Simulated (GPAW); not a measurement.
# Core-hole calculation of the Ga K edge in zinc-blende (GaAs)₁₋ₓ(GaP)ₓ at x = 0.75, part 2 of 2

What does the Ga K edge look like in zinc-blende (GaAs)₁₋ₓ(GaP)ₓ at x = 0.75?

GPAW 26.7.0; X-ray absorption from dipole matrix elements to empty bands, plane-wave PAW LDA.

So far. Step 3 (Ground state of the crystal): The mesh shows a gap of 1.21 eV. The excited electron is kept all the same, so that all members of the series, with or without a gap, are treated alike.

## (5) Spectrum with XCH, Ga atom 1

The holes are 7.8 Å apart. In GPAW the data set carries the hole's charge, so charge=0 means a charged cell and charge=-1 a neutral one. The excited electron is kept in the cell, where it fills the lowest empty states and screens the hole. After the field has converged, empty bands are computed with the density fixed and the dipole matrix elements are summed.

The absorber has 3 P at 2.37 Å and 1 As at 2.42 Å (tetrahedral).

The input, xas.py:

```python
import numpy as np
from ase import Atoms
from ase.parallel import parprint, paropen
from gpaw import GPAW, PW, FermiDirac, Mixer, MixerDif, setup_paths
from gpaw.test import gen
setup_paths.insert(0, '.')
gen('Ga', name='fch1s', xcname='LDA', corehole=(1, 0, 1), write_xml=True)
from gpaw.mpi import world
world.barrier()

atoms = Atoms('GaAsGaPGaPGaPGaPGaPGaAsGaP',
    cell=[[0, 5.5015, 5.5015],
     [5.5015, 0, 5.5015],
     [5.5015, 5.5015, 0]],
    scaled_positions=[[0.9972128, 0.9971997, 0.9972816],
     [0.1227214, 0.1256212, 0.1249891],
     [0.9993987, 0.9977542, 0.5062161],
     [0.1252887, 0.1260251, 0.6245855],
     [0.0056513, 0.505117, 0.9946791],
     [0.1272912, 0.6245178, 0.1244261],
     [0.9992355, 0.5008237, 0.4995076],
     [0.1260359, 0.6248686, 0.6238584],
     [0.5019666, 0.0060218, 0.9954377],
     [0.6244572, 0.1254986, 0.1245091],
     [0.5000692, 0.0003469, 0.4994098],
     [0.6261422, 0.1241462, 0.6246594],
     [0.5004551, 0.4983643, 0.99787],
     [0.6259206, 0.6262293, 0.1257265],
     [0.4988552, 0.4968536, 0.5072346],
     [0.6247053, 0.6256442, 0.6253067]],
    pbc=True)
atoms.calc = calc = GPAW(legacy_gpaw=True, mode=PW(400, force_complex_dtype=True), xc='LDA', setups={0: 'fch1s'},
    kpts={'size': (3, 3, 3), 'gamma': True}, occupations=FermiDirac(0.04),
    charge=-1, mixer=Mixer(0.1, 5, 50), maxiter=150,
    convergence={'density': 0.0001, 'eigenstates': 1e-6}, txt='scf.txt')
energy = atoms.get_potential_energy() + calc.get_reference_energy()
ef = calc.get_fermi_level()
out = dict(energy=energy, fermi=ef, forces=atoms.get_forces().tolist())
parprint(f'all-electron energy {energy:.4f} eV, Fermi level {ef:.4f} eV')
ev = np.array([[calc.get_eigenvalues(k, s) for k in range(len(calc.get_ibz_k_points()))] for s in range(calc.get_number_of_spins())])
out['homo'], out['lumo'], out['counts'] = ev[ev < ef].max(), ev[ev > ef].min(), sorted(set((ev < ef).sum((0, 2)).tolist()))
out['filled'] = (ev[:, 0] < ef).sum(1).tolist()

from ase.units import Ha
from gpaw.xas import dipole_matrix_elements
nb = int(calc.get_number_of_electrons() / 2) + 171
top, nb = nb, nb + 8 + nb // 12
nscf = calc.fixed_density(kpts={'size': (4, 4, 4), 'gamma': True}, nbands=nb,
    convergence={'bands': top, 'eigenstates': 5e-3}, maxiter=60, txt='nscf.txt')
cell = atoms.cell.array
ops = [cell.T @ U.T @ np.linalg.inv(cell.T) for U in nscf.wfs.kd.symmetry.op_scc]
filled = [32]  # bands filled in the ground state, by spin
E = np.arange(-6, 30, 0.1)
fwhm = np.interp(E, [4, 25], [1.82, 3.5])
Y, X, zero, highest = 0, 0, 1e9, 1e9
for spin in range(nscf.get_number_of_spins()):
    wfs = nscf.wfs
    mine = wfs.bd.get_slice()  # this rank's bands
    A = dipole_matrix_elements(wfs.setups[0])
    eps = np.zeros((wfs.kd.nibzkpts, nb))
    d = np.zeros((3, A.shape[1], wfs.kd.nibzkpts, nb), complex)
    for kpt in wfs.kpt_u:
        if kpt.s == spin and 0 in kpt.P_ani:
            eps[kpt.k, mine] = kpt.eps_n * Ha
            d[:, :, kpt.k, mine] = (kpt.weight * wfs.nspins / 2) ** 0.5 * np.inner(A, kpt.P_ani[0])
    world.sum(eps)
    world.sum(d)
    T = np.einsum('amkn,bmkn->abkn', d, d.conj()).real
    T = sum(np.einsum('ai,ijkn,bj->abkn', R, T, R) for R in ops) / len(ops)
    empty = np.ones_like(eps, bool) & (np.arange(nb) >= filled[spin])
    zero, highest = min(zero, eps[empty].min()), min(highest, eps[:, top - 1].min())
    lines = [(eps, T, empty)] if spin == 0 else lines + [(eps, T, empty)]
for eps, T, empty in lines:
    f = np.einsum('aakn->akn', T).reshape(3, -1)
    x = eps.ravel() - zero
    w = np.interp(x, E, fwhm) / 2.35482
    g = np.exp(-0.5 * ((E[:, None] - x) / w) ** 2) / (w * (2 * np.pi) ** 0.5)
    Y = Y + (f * empty.ravel()) @ g.T
    X = X + (f * ~empty.ravel()) @ g.T
out.update(E=E.round(2).tolist(), xas=Y.tolist(), xes=X.tolist(), zero=zero, valid=highest - zero, nk=len(eps), nb=nb)
for i in range(0, len(E), 10):
    parprint(f'{E[i]:7.2f}', *(f'{v:10.3e}' for v in Y[:, i]))
import json
with paropen('out.json', 'w') as f:
    json.dump(out, f)
```

Command:

```bash
OMP_NUM_THREADS=1 mpirun -n 4 gpaw python xas.py
```

Numbers of over 12 decimals in the logs are rounded to 6 here.

What it wrote:

```text
Input parameters:
  charge: -1
  convergence: {density: 0.0001,
                eigenstates: 1e-06}
  kpts: {gamma: True,
         size: (3, 3, 3)}
  maxiter: 150
  mixer: {backend: pulay,
          beta: 0.1,
          method: separate,
          nmaxold: 5,
          weight: 50}
  mode: {ecut: 400.0,
         force_complex_dtype: True,
         name: pw}
  occupations: {fixmagmom: False,
                name: fermi-dirac,
                width: 0.04}
  setups: {0: fch1s}

Initialize ...

[... PAW data sets ...]

Reference energy: -590550.336614  # eV

Spin-paired calculation

[... convergence settings ...]
Symmetries present (total): 1
  [... symmetry matrices ...]

27 k-points: 3 x 3 x 3 Monkhorst-Pack grid
14 k-points in the irreducible part of the Brillouin zone
       k-points in crystal coordinates                weights
   0:     0.00000000    0.00000000    0.00000000          1/27
   1:     0.00000000    0.00000000    0.33333333          2/27
   2:     0.00000000    0.33333333   -0.33333333          2/27
   3:     0.00000000    0.33333333    0.00000000          2/27
   4:     0.00000000    0.33333333    0.33333333          2/27
   5:     0.33333333   -0.33333333   -0.33333333          2/27
   6:     0.33333333   -0.33333333    0.00000000          2/27
   7:     0.33333333   -0.33333333    0.33333333          2/27
   8:     0.33333333    0.00000000   -0.33333333          2/27
   9:     0.33333333    0.00000000    0.00000000          2/27
          ...
  13:     0.33333333    0.33333333    0.33333333          2/27

Wave functions: Plane wave expansion
  Cutoff energy: 400.000 eV
  Number of coefficients (min, max): 5985, 6066
  Pulay-stress correction: 0.000000 eV/Ang^3 (de/decut=0.000000)
  Using FFTW library
  Wavefunction extrapolation:
    Improved wavefunction reuse through dual PAW basis

Occupation numbers: Fermi-Dirac:
  width: 0.0400  # eV

Eigensolver
   Davidson(niter=2)

Densities:
  Coarse grid: 36*36*36 grid
  Fine grid: 72*72*72 grid
  Total Charge: 0.000000

Density mixing:
  Method: separate
  Backend: pulay
  Linear mixing parameter: 0.1
  old densities: 5
  Width of damping distribution: 1.1
  Damping of long wavelength oscillations: 50

[... Hamiltonian set-up ...]
Number of atoms: 16
Number of atomic orbitals: 64
Number of bands in calculation: 43
Number of valence electrons: 65
Bands to converge: occupied

... initialized

Initializing position-dependent things.

Density initialized from atomic densities
Creating initial wave functions:
  43 bands from LCAO basis set

                                    Ga
                            Ga

                     Ga

                        P
                            Ga
               As
                    Ga
                 P
         P           GP
             Ga           Ga
              P

               P
       As

Atomic positions and initial magnetic moments

Positions:
   0 Ga    10.972639   10.972711   10.972260    ( 0.0000,  0.0000,  0.0000)
   1 As     1.378733    1.362779    1.366257    ( 0.0000,  0.0000,  0.0000)
   2 Ga     8.274093    8.283140   10.987337    ( 0.0000,  0.0000,  0.0000)
   3 P      4.129484    4.125433    1.382603    ( 0.0000,  0.0000,  0.0000)
   4 Ga     8.251128    5.503318    2.809992    ( 0.0000,  0.0000,  0.0000)
   5 P      4.120315    1.384823    4.136077    ( 0.0000,  0.0000,  0.0000)
   6 Ga     5.503323    8.245335    8.252576    ( 0.0000,  0.0000,  0.0000)
[...]
13 As     4.136885    4.135187    6.888703    ( 0.0000,  0.0000,  0.0000)
  14 Ga     5.523991    5.535003    5.477892    ( 0.0000,  0.0000,  0.0000)
  15 P      6.882106    6.876941    6.878798    ( 0.0000,  0.0000,  0.0000)

Unit cell:
           periodic     x           y           z      points  spacing
  1. axis:    yes    0.000000    5.501500    5.501500    36     0.1765
  2. axis:    yes    5.501500    0.000000    5.501500    36     0.1765
  3. axis:    yes    5.501500    5.501500    0.000000    36     0.1765

  Lengths:   7.780296   7.780296   7.780296
  Angles:   60.000000  60.000000  60.000000

Effective grid spacing dv^(1/3) = 0.1925

iter:   1   -92.925189
iter:   2   -91.190149   -1.56  -0.81
iter:   3   -89.486793   -1.29  -0.88
iter:   4   -89.309296   -2.41  -1.13
iter:   5   -89.310920   -2.58  -1.34
iter:   6   -89.287521c  -2.61  -1.74
iter:   7   -89.263023   -3.54  -2.00
iter:   8   -89.262812c  -4.03  -2.34
iter:   9   -89.258784c  -3.86  -2.33
iter:  10   -89.258587c  -5.05  -2.86
iter:  11   -89.258740c  -4.83  -2.98
iter:  12   -89.258463c  -5.23  -2.93
iter:  13   -89.258466c  -6.34c -3.64
iter:  14   -89.258462c  -6.61c -3.74
iter:  15   -89.258463c  -6.87c -3.74
iter:  16   -89.258466c  -7.34c -4.20c

Converged after 16 iterations.

Dipole moment: (-23.445362, -23.494869, -25.536029) |e|*Ang

Energy contributions relative to reference atoms: (reference = -590550.336614)

Kinetic:       +213.796532
Potential:     -192.281999
External:        +0.000000
XC:            -110.823896
Entropy (-ST):   -0.016039
Local:           +0.058917
SIC:             +0.000000
--------------------------
Free energy:    -89.266485
Extrapolated:   -89.258466

Showing only first 2 kpts
 Kpt  Band  Eigenvalues  Occupancy
  0    30      4.70985    2.00000
  0    31      4.72442    2.00000
  0    32      5.09293    2.00000
  0    33      5.82091    1.98753

  1    30      4.28606    2.00000
  1    31      4.34347    2.00000
  1    32      5.77390    1.99613
[...]
Fermi level: 6.02376

No gap
No difference between direct/indirect transitions

Forces in eV/Ang:
  0 Ga   -0.09838   -0.09904   -0.07540
  1 As    0.12439    0.14473    0.13554
  2 Ga    0.06023    0.04319   -0.22998
  3 P    -0.08021   -0.06770    0.03519
  4 Ga    0.02821   -0.20816    0.06777
  5 P    -0.05309    0.05628   -0.08449
  6 Ga    0.17144    0.00773    0.00811
[...]
13 As   -0.00849   -0.00204   -0.02125
 14 Ga    0.02183    0.01130    0.00576
 15 P    -0.01787    0.00542    0.00741
Scalar-relativistic atomic LDA calculation for Ga (Gallium, Z=31)
Core hole in 1s state (1s occupation: 1.0)
600 radial gridpoints.
|------------------------------------------------|
|------------------------------------------------|
[... the atom generator's iteration count ...]

Energy contributions:
-------------------------
Kinetic:    +1579.917338
XC:           -64.056343
Potential:  -3074.711888
-------------------------
Total:      -1558.850893

state      eigenvalue         ekin         rmax
-----------------------------------------------
1s^1.0 :  -388.741484   489.682052        0.032
2s^2.0 :   -49.583735    96.650470        0.179
2p^6.0 :   -44.241157    95.698510        0.142
3s^2.0 :    -6.342800    22.075605        0.550
3p^6.0 :    -4.562405    20.108727        0.544
3d^10.0:    -1.437339    15.083525        0.500
4s^2.0 :    -0.729245     2.681465        1.725
4p^1.0 :    -0.423197     1.741532        2.075
-----------------------------------------------
(units: Bohr and Hartree)

Generating PAW setup
Kinetic energy of the core from tauc = 1587.646789
Cutoffs:
rc(s)=2.200
rc(p)=2.200
rc(d)=2.200
rc(vbar)=1.980
rc(comp)=2.200
rc(nct)=2.200

Kinetic energy of the core states: 1572.812876
Charge: 1.0
Core electrons: 27.0
Valence electrons: 3.0
Pseudo-core charge: 1.215894
Shape function alpha=2.066
Pseudo-electron charge 4.660881
state    eigenvalue         norm
--------------------------------
4s(2) :    -0.729245     1.209524
*s    :     0.270755
4p(1) :    -0.423197     1.025939
*p    :     0.576803
*d    :     0.000000
--------------------------------

Diagonalizing with gridspacing h=0.050

state   all-electron     PAW
-------------------------------
4s:      -0.729245    -0.729478
4p:      -0.423197    -0.423398
*d:                   -0.111370
*f:                   -0.021469
-------------------------------
all-electron energy -590639.5951 eV, Fermi level 6.0238 eV
[...]
27.00  1.309e-07  1.304e-07  1.301e-07
  28.00  1.405e-07  1.401e-07  1.400e-07
  29.00  1.423e-07  1.420e-07  1.424e-07
```

The job ended after 2.6 min (4 MPI ranks of AMD EPYC 7B13 (Zen 3), shared host; peak memory 0.65 GiB).

The Ga K spectrum, Ga atom 1, excited-electron core hole (neutral cell) (energy from the bottom of the conduction band, which holds the excited electron; intensity scaled to a mean of 1 over the first 20 eV):

| E (eV) | intensity |
| --- | --- |
| -2.0 | 0.00 |
| -1.0 | 0.01 |
| 0.0 | 0.13 |
| 1.0 | 0.52 |
| 2.0 | 0.99 |
| 3.0 | 1.44 |
| 4.0 | 1.75 |
| 5.0 | 1.42 |
| 6.0 | 1.02 |
| 7.0 | 0.97 |
| 8.0 | 0.96 |
| 9.0 | 0.90 |
| 10.0 | 0.99 |
| 11.0 | 1.11 |
| 12.0 | 1.12 |
| 13.0 | 1.05 |
| 14.0 | 0.98 |
| 15.0 | 0.89 |
| 16.0 | 0.82 |
| 17.0 | 0.84 |
| 18.0 | 0.85 |
| 19.0 | 0.80 |
| 20.0 | 0.78 |
| 21.0 | 0.79 |
| 22.0 | 0.78 |
| 23.0 | 0.74 |
| 24.0 | 0.70 |
| 25.0 | 0.71 |
| 26.0 | 0.76 |

Main maxima below 26 eV (height): 4.0 eV (1.75), 7.6 eV (0.98) and 11.6 eV (1.14). A K edge sees empty p states on the absorber.

The energy difference (zero at 10381 eV) isn't read as a photon energy: for so heavy an absorber the terms left out (the hole's spin, the functional's error) amount to tens of eV or more.

## (6) Results

```yaml
absorber_and_edge: Ga K, atom 1 of the ground-state input (counted from 1)
surroundings: 3 P at 2.37 Å and 1 As at 2.42 Å (tetrahedral)
highest_intensity_below_24_ev: 4.0 eV above the zero, height 1.75
```

In words: The Ga K edge of atom 1, with 3 P at 2.37 Å and 1 As at 2.42 Å (tetrahedral), has its highest intensity of the first 24 eV at 4.0 eV above the zero, 1.7 times the mean level of the first 20 eV (Gaussian full width 1.82 eV up to 4 eV, rising linearly to 3.5 eV at 25 eV). The script folds with a Gaussian, whereas the core hole's own line is a Lorentzian, so the onset is too steep and the first peak too high.

[Banner, clock and machine lines of the logs are left out without a mark of their own.]

[Logs are printed without paths, hosts, clocks, repeated set-up lines and the standing remarks that a program may print on its own settings, such as how far it seeks lower states.]

[Hosts, paths, dates, database ids (printed as entryN), source tags and the programs' standing remarks are cut or masked in the printed files.]

[Lists of maxima count a maximum above −3 eV only where it reaches 4 % of the highest in the window and stands out from its surroundings by 2 % of it (1.5 % where it reaches 55 %); shoulders and weaker maxima are passed over, and of the rest the first, up to two pre-edge ones and the few strongest are named.]
